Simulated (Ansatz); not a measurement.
## TlBiSe3 (model cell, started as cubic perovskite with Bi in the octahedra): from the cell to its phonons

Aim: the phonons of TlBiSe3 (model cell, started as cubic perovskite with Bi in the octahedra) at a cell relaxed beforehand at this level. After the zone centre comes a 2×2×2 q mesh on a 8×8×8 k mesh.

Program: Ansatz 0.2.0. Level of theory: DFT PBEsol, scalar-relativistic, plane waves, PAW; PAW set soft_1. Results are calculated unless marked as measured.

The structure was built from a prototype and need not be the compound's stable phase.

## 1. The starting structure

Symmetry: Pm-3m, No. 221, cubic system. The conventional cell has a = 5.456 Å, b = 5.456 Å, c = 5.456 Å, α = 90.00°, β = 90.00°, γ = 90.00°. Nearest to Tl lie 12 Se at 3.86 Å. Bi has 6 Se at 2.73 Å nearest. Nearest to Se lie 2 Bi at 2.73 Å. Farther neighbours and most contacts between anions are not listed.

## 2. Zone-centre response

The cell comes from relaxations at this level that are not shown. The zone centre comes first: it holds the modes that light can see, as far as symmetry allows. No field response is asked, since the mesh shows no gap.

Contents of input.yaml:

```yaml
crystal:
  lattice:
    - [5.4560481392, 0.0, 0.0]
    - [0.0, 5.4560481392, 0.0]
    - [0.0, 0.0, 5.4560481392]
  atoms:
    - { symbol: Tl, position: [0.0, 0.0, 0.0] }
    - { symbol: Bi, position: [0.5, 0.5, 0.5] }
    - { symbol: Se, position: [0.5, 0.5, 0.0] }
    - { symbol: Se, position: [0.5, 0.0, 0.5] }
    - { symbol: Se, position: [0.0, 0.5, 0.5] }
kpoints:
  mp_grid: { grid: [8, 8, 8] }
hamiltonian:
  xc: pbesol
  pseudopotentials: { kind: paw, azcp: { folder: soft_1 }, xc_functional: pbe }
scf:
  occupations: { method: methfessel_paxton, width: 0.2 }
output:
  eigenvalues: true
phonons:
  method: dfpt
```

Run with:

```bash
$ ansatz run input.yaml --threads 4 --pin off --max-ram 16384MiB --backend cpu --events-out ev --progress --plain --runs-dir out
```

Numbers of over 12 decimals in the logs are rounded to 6 here.

The program printed:

```text
zone centre: on kpoints.mp_grid the ground state, and the responses unless they are solved on pairs of k-points, stand on 125 of the mesh's 512 k-points, reduced under 8 symmetry operations, with k and −k counted as one. Each operation leaves every solved displacement unchanged or reverses it
Engine: ansatz 0.2.0, aarch64-unknown-linux-gnu
Pseudopotentials: kind: paw
Pseudopotential: Tl, paw, valence charge 13, recommended cutoff 420 eV (normal), soft_1/Tl.paw.azcp
Pseudopotential: Bi, paw, valence charge 15, recommended cutoff 420 eV (normal), soft_1/Bi.paw.azcp
Pseudopotential: Se, paw, valence charge 16, recommended cutoff 420 eV (normal), soft_1/Se.paw.azcp
Functional definition: PBEsol
  exchange = pbesol_x
  correlation = pbesol_c
Crystal: 5 atoms, lattice volume = 162.418 Å³
Basis set: ecut = 420 eV, 3191 PW (Γ), exchange–correlation on 80×80×80 points (8 copies of the dense FFT grid, shifted against one another)
Bands: 46, of which v1, the nominal top of the filled ones, is band 38 counted from 1 (37 counted from 0)
Symmetry: 48 space group operations
k-points: 125 of 512 (irreducible under 8 space group operations)
Non-local potential: Tl, projectors of the file, l = 0: 2, l = 1: 2, l = 2: 2, l = 3: 1
Non-local potential: Bi, projectors of the file, l = 0: 2, l = 1: 2, l = 2: 2, l = 3: 1
Non-local potential: Se, projectors of the file, l = 0: 2, l = 1: 2, l = 2: 3, l = 3: 1
PAW form: soft (Blöchl's): semilocal exchange-correlation on the pseudo side does not see the compensation charge
PAW frozen core: Tl, regenerated for the run's functional, and the local potential with it (the file was generated under x = pbe(κ = 0.804, μ = 0.219515), c = pbe(β = 0.066725))
PAW frozen core: Bi, regenerated for the run's functional, and the local potential with it (the file was generated under x = pbe(κ = 0.804, μ = 0.219515), c = pbe(β = 0.066725))
PAW frozen core: Se, regenerated for the run's functional, and the local potential with it (the file was generated under x = pbe(κ = 0.804, μ = 0.219515), c = pbe(β = 0.066725))
PAW one-centre angular grid: Tl, 590 points (default); XC on 64 Gauss nodes
PAW one-centre angular grid: Bi, 590 points (default); XC on 64 Gauss nodes
PAW one-centre angular grid: Se, 590 points (default); XC on 64 Gauss nodes
Initial density: superposition of atomic densities (chi_scale 0.1, normalization cell, long waves kept (reshape's long-wave potential 0.03 eV rms))
Initial wavefunctions: pseudopotential atomic-orbital guess
Functional: x = pbesol(κ = 0.804, μ = 0.123457), c = pbesol(β = 0.046)
SCF iter   1: F=—  HF=-39814.899689 eV  |F-HF|=—  |Δ(HF+E_count)|=         —  Δρ=2.93e-2  dr2=2.63e0  ethr=3.10e-3  ⟨swp⟩=6.7  Hψ=22669  notcnv=0
preconditioner: auto → LDOS  [metal: Δε(μ)=0.018 eV  Ē_g=11.046 eV  σ=0.200 eV  W_gap=0.08  n_scr=32 (ndim 8)  ℏωp=17.5 eV  f_vac=0.039  D(μ)=5.41/eV (n_scr^D=32)  β→1.0]
SCF iter   2: F=—  HF=-39814.065053 eV  |F-HF|=—  |Δ(HF+E_count)|=   8.35e-1  S|Δr|=    0.00e0  Δρ=1.92e-2  dr2=5.38e-1  ethr=3.10e-3  ⟨swp⟩=3.0  Hψ=10197  notcnv=0  defer=230
SCF iter   3: F=—  HF=-39813.862983 eV  |F-HF|=—  |Δ(HF+E_count)|=   2.02e-1  S|Δr|=    0.00e0  Δρ=4.32e-3  dr2=5.47e-2  ethr=7.07e-4  ⟨swp⟩=4.0  Hψ=12466  notcnv=0  defer=230
SCF iter   4: F=—  HF=-39813.842993 eV  |F-HF|=—  |Δ(HF+E_count)|=   2.00e-2  S|Δr|=    0.00e0  Δρ=9.09e-4  dr2=3.62e-3  ethr=7.20e-5  ⟨swp⟩=2.0  Hψ=7199  notcnv=0  defer=230
SCF iter   5: F=—  HF=-39813.842125 eV  |F-HF|=—  |Δ(HF+E_count)|=   8.68e-4  S|Δr|=    0.00e0  Δρ=1.95e-4  dr2=1.33e-4  ethr=4.77e-6  ⟨swp⟩=2.0  Hψ=8539  notcnv=0  defer=230
SCF iter   6: F=—  HF=-39813.842072 eV  |F-HF|=—  |Δ(HF+E_count)|=   5.30e-5  S|Δr|=    0.00e0  Δρ=5.67e-5  dr2=3.95e-6  ethr=1.75e-7  ⟨swp⟩=2.0  Hψ=10301  notcnv=0  defer=230
SCF iter   7: F=—  HF=-39813.842073 eV  |F-HF|=—  |Δ(HF+E_count)|=   1.21e-6  S|Δr|=    0.00e0  Δρ=1.62e-5  dr2=3.51e-7  ethr=5.19e-9  ⟨swp⟩=2.0  Hψ=10360  notcnv=0  defer=230
SCF iter   8: F=—  HF=-39813.842073 eV  |F-HF|=—  |Δ(HF+E_count)|=   9.15e-9  S|Δr|=    0.00e0  Δρ=4.29e-6  dr2=2.55e-8  ethr=4.61e-10  ⟨swp⟩=2.0  Hψ=10288  notcnv=0  defer=230
SCF iter   9: F=—  HF=-39813.842073 eV  |F-HF|=—  |Δ(HF+E_count)|=   1.35e-8  S|Δr|=    0.00e0  Δρ=9.19e-7  dr2=1.44e-9  ethr=3.35e-11  ⟨swp⟩=2.0  Hψ=8269  notcnv=0  defer=230
SCF iter  10: F=—  HF=-39813.842073 eV  |F-HF|=—  |Δ(HF+E_count)|=  1.16e-10  S|Δr|=    0.00e0  Δρ=2.01e-7  dr2=1.06e-10  ethr=1.90e-12  ⟨swp⟩=2.0  Hψ=10277  notcnv=0  defer=230
SCF iter  11: F=-39813.842073 eV  HF=-39813.842073 eV  |F-HF|=2.18e-11  |Δ(HF+E_count)|=    0.00e0  S|Δr|=    0.00e0  Δρ=5.29e-8  dr2=8.67e-12  ethr=1.00e-12  ⟨swp⟩=13.4  Hψ=32235  notcnv=0
SCF 1 converged in 11 iterations: F = -39813.842073 eV  dr2 = 8.67e-12
  greatest PAW one-centre occupation: 1.000 electrons in one spin orbital (limit 2), on the Se atom at site 2 (counted from 0), in its partial waves of l = 2
DFPT response loops at Γ: preconditioner auto → Kerker (q_TF=auto, 2.404 Å⁻¹) (partly filled bands, converged f_vac=0.042); β = 1.00, the filter's whole step (`scf.mixing.beta` (0.50) is not read by the response loops under this deck's `scf.mixing.preconditioner`; to damp them name `kerker` or `kerker_dos`, under which they read `scf.mixing.beta`, and type it under 1.00, their step now; both keys bind the ground state too); Broyden in place of MSR1
SCF converged after 11 iterations
Stability not checked: this state was not tested for a lower state beside it, because cold or Methfessel-Paxton smearing, or corrected tetrahedra, fill the levels in a way that the test cannot read (fill_not_monotonic; see scf.lower_state_search)
Free energy (F): -39813.842073 eV
Harris-Foulkes:  -39813.842073 eV  (|F-HF|=2.18e-11)
Internal energy: -39813.828238 eV  (E = F + TS)
E sigma→0 (E₀):  -39813.838614 eV
Entropy (-TS):   -0.013835 eV (-2.767 meV/atom)
Fermi energy:    5.802281 eV
Step filling:    the computed levels leave a gap of 0.0000 eV = 0.0 smearing widths at the electron count; against every level under it full and every level over it empty, smearing changes F+E_penalty+E_count by -8.143 meV and its σ→0 estimate by -4.684 meV
--- Per-component energies (eV) ---
  E_band       = -1421.513624
  E_kinetic    = 847.845913
  E_local      = -11403.064687  (includes V_loc(G=0)·N_el)
  E_nonlocal   = -327.577104
  E_hartree    = 5543.365982
  E_xc         = -585.888701
  E_vxc        = -521.326946  (∫ρ·V_xc dr)
  E_paw        = -26805.946878  (= ΣΔE_a)
  E_vpaw       = -1104.121915  (= ΣTr[D̂ρ^β])
  E_aug_tail   = -0.000949  (compensation charges beyond the density's cutoff)
  E_ewald      = -7085.715296
  E_core_change = 3.153482  (= ΣΔE_core)
  E_smearing   = -0.013835  (= −TS)
  E_closure    = 0.000000  (closes the sum)
  Σ components = -39813.842073   (vs F -39813.842073, Δ=0.00e0)
--- Band table (eV; the first three rows and the last of 125) ---
  k-point 0: bands = [... 34 lower, 5.0974, 5.0974, 5.2631, 5.2631, 5.2631, 10.6258, 10.6258, 10.6258, ... 4 higher]
  k-point 1: bands = [... 34 lower, 5.0508, 5.2225, 5.2236, 5.2414, 5.2414, 10.0550, 10.4432, 10.4432, ... 4 higher]
  k-point 2: bands = [... 34 lower, 4.8731, 5.1287, 5.2607, 5.2607, 5.5371, 9.1573, 10.1589, 10.1589, ... 4 higher]
  k-point 124: bands = [... 34 lower, 5.0092, 6.2716, 6.2716, 6.2716, 6.9253, 6.9253, 6.9253, 7.5649, ... 4 higher]
--- Phonons (Γ-DFPT): 4 representative perturbations + reference, on 125 of 512 k-points (Σ response iterations 12) ---
  k mesh reduced under 8 symmetry operations, with k and −k counted as one. Each operation leaves every solved displacement unchanged or reverses it
  ASR residual: 9.830e-5 → 0.000e0 eV/Å²; symmetrization residual: 9.140e-5 eV/Å²
  ASR residual per site (eV/Å²): 5.93e-5 5.65e-5 9.83e-5 9.83e-5 9.83e-5
  Γ frequencies (cm⁻¹): -72.20 -72.20 -72.20 -66.98 -66.98 -66.98 -23.87 -23.87 -23.87 0.00 0.00 0.00 149.78 149.78 149.78
  non-analytic LO–TO correction: not included (Born effective charges unavailable; polar crystals: no LO–TO splitting at Γ)
```

Elapsed: 1.9 min, on 4 threads of Arm Neoverse V2, shared host; peak memory 2.8 GiB.

Reading the cycles: dr2 is the Hartree energy of the density residual (eV), the measure of convergence; HF is the Harris–Foulkes estimate of the energy, which meets the free energy F at convergence.

This step gave:

```
volume per atom                                         : 32.48 Å³
gap on the k-mesh                                       : 0 eV
sum-rule residual before enforcement                    : 9.83e-5 eV/Å²
point group                                             : m-3m
highest optical mode at the zone centre (no LO-TO term) : 149.8 cm⁻¹
lowest optical zone-centre mode                         : -72.2 cm⁻¹
```

Patterns of degenerate modes are one choice out of their space. Modes at Γ, with each element's share of the kinetic energy (negative means imaginary):

```tsv
mode	frequency (cm⁻¹)	symmetry	Tl %	Bi %	Se %
1	-72.2	T1u	5	18	77
2	-72.2	T1u	5	18	77
3	-72.2	T1u	5	18	77
4	-67.0	T2u	0	0	100
5	-67.0	T2u	0	0	100
6	-67.0	T2u	0	0	100
7	-23.9	T1u	64	27	9
8	-23.9	T1u	64	27	9
9	-23.9	T1u	64	27	9
10	0.0	acoustic	31	32	36
11	0.0	acoustic	31	32	36
12	0.0	acoustic	31	32	36
13	149.8	T1u	0	22	78
14	149.8	T1u	0	22	78
15	149.8	T1u	0	22	78
```

Displacements in mode 3 (-72.2 cm⁻¹), the largest set to 1:
```
Tl1  0.00 -0.22  0.14
Bi2  0.00 -0.43  0.28
Se3  0.00  1.00  0.18
Se4  0.00 -0.28 -0.65
Se5  0.00  1.00 -0.65
```

Displacements in mode 14 (149.8 cm⁻¹), the largest set to 1:
```
Tl1  0.00  0.00 -0.01
Bi2  0.00  0.03 -0.33
Se3  0.00  0.00  1.00
Se4  0.00 -0.08 -0.05
Se5  0.00  0.00 -0.05
```

Before it was imposed, the acoustic sum rule was missed by 9.8e-5 eV/Å². Small misses are needed for a sound result but don't prove that mesh and cutoff are converged. The lowest optical mode is imaginary, 72.2i cm⁻¹, so the energy falls along it.

(Part 1 of 2 ends here.)

[Logs are printed without paths, hosts, clocks, repeated set-up lines and the standing remarks that a program may print on its own settings, such as how far it seeks lower states.]

[Hosts, paths, dates, database ids (printed as entryN), source tags and the programs' standing remarks are cut or masked in the printed files.]
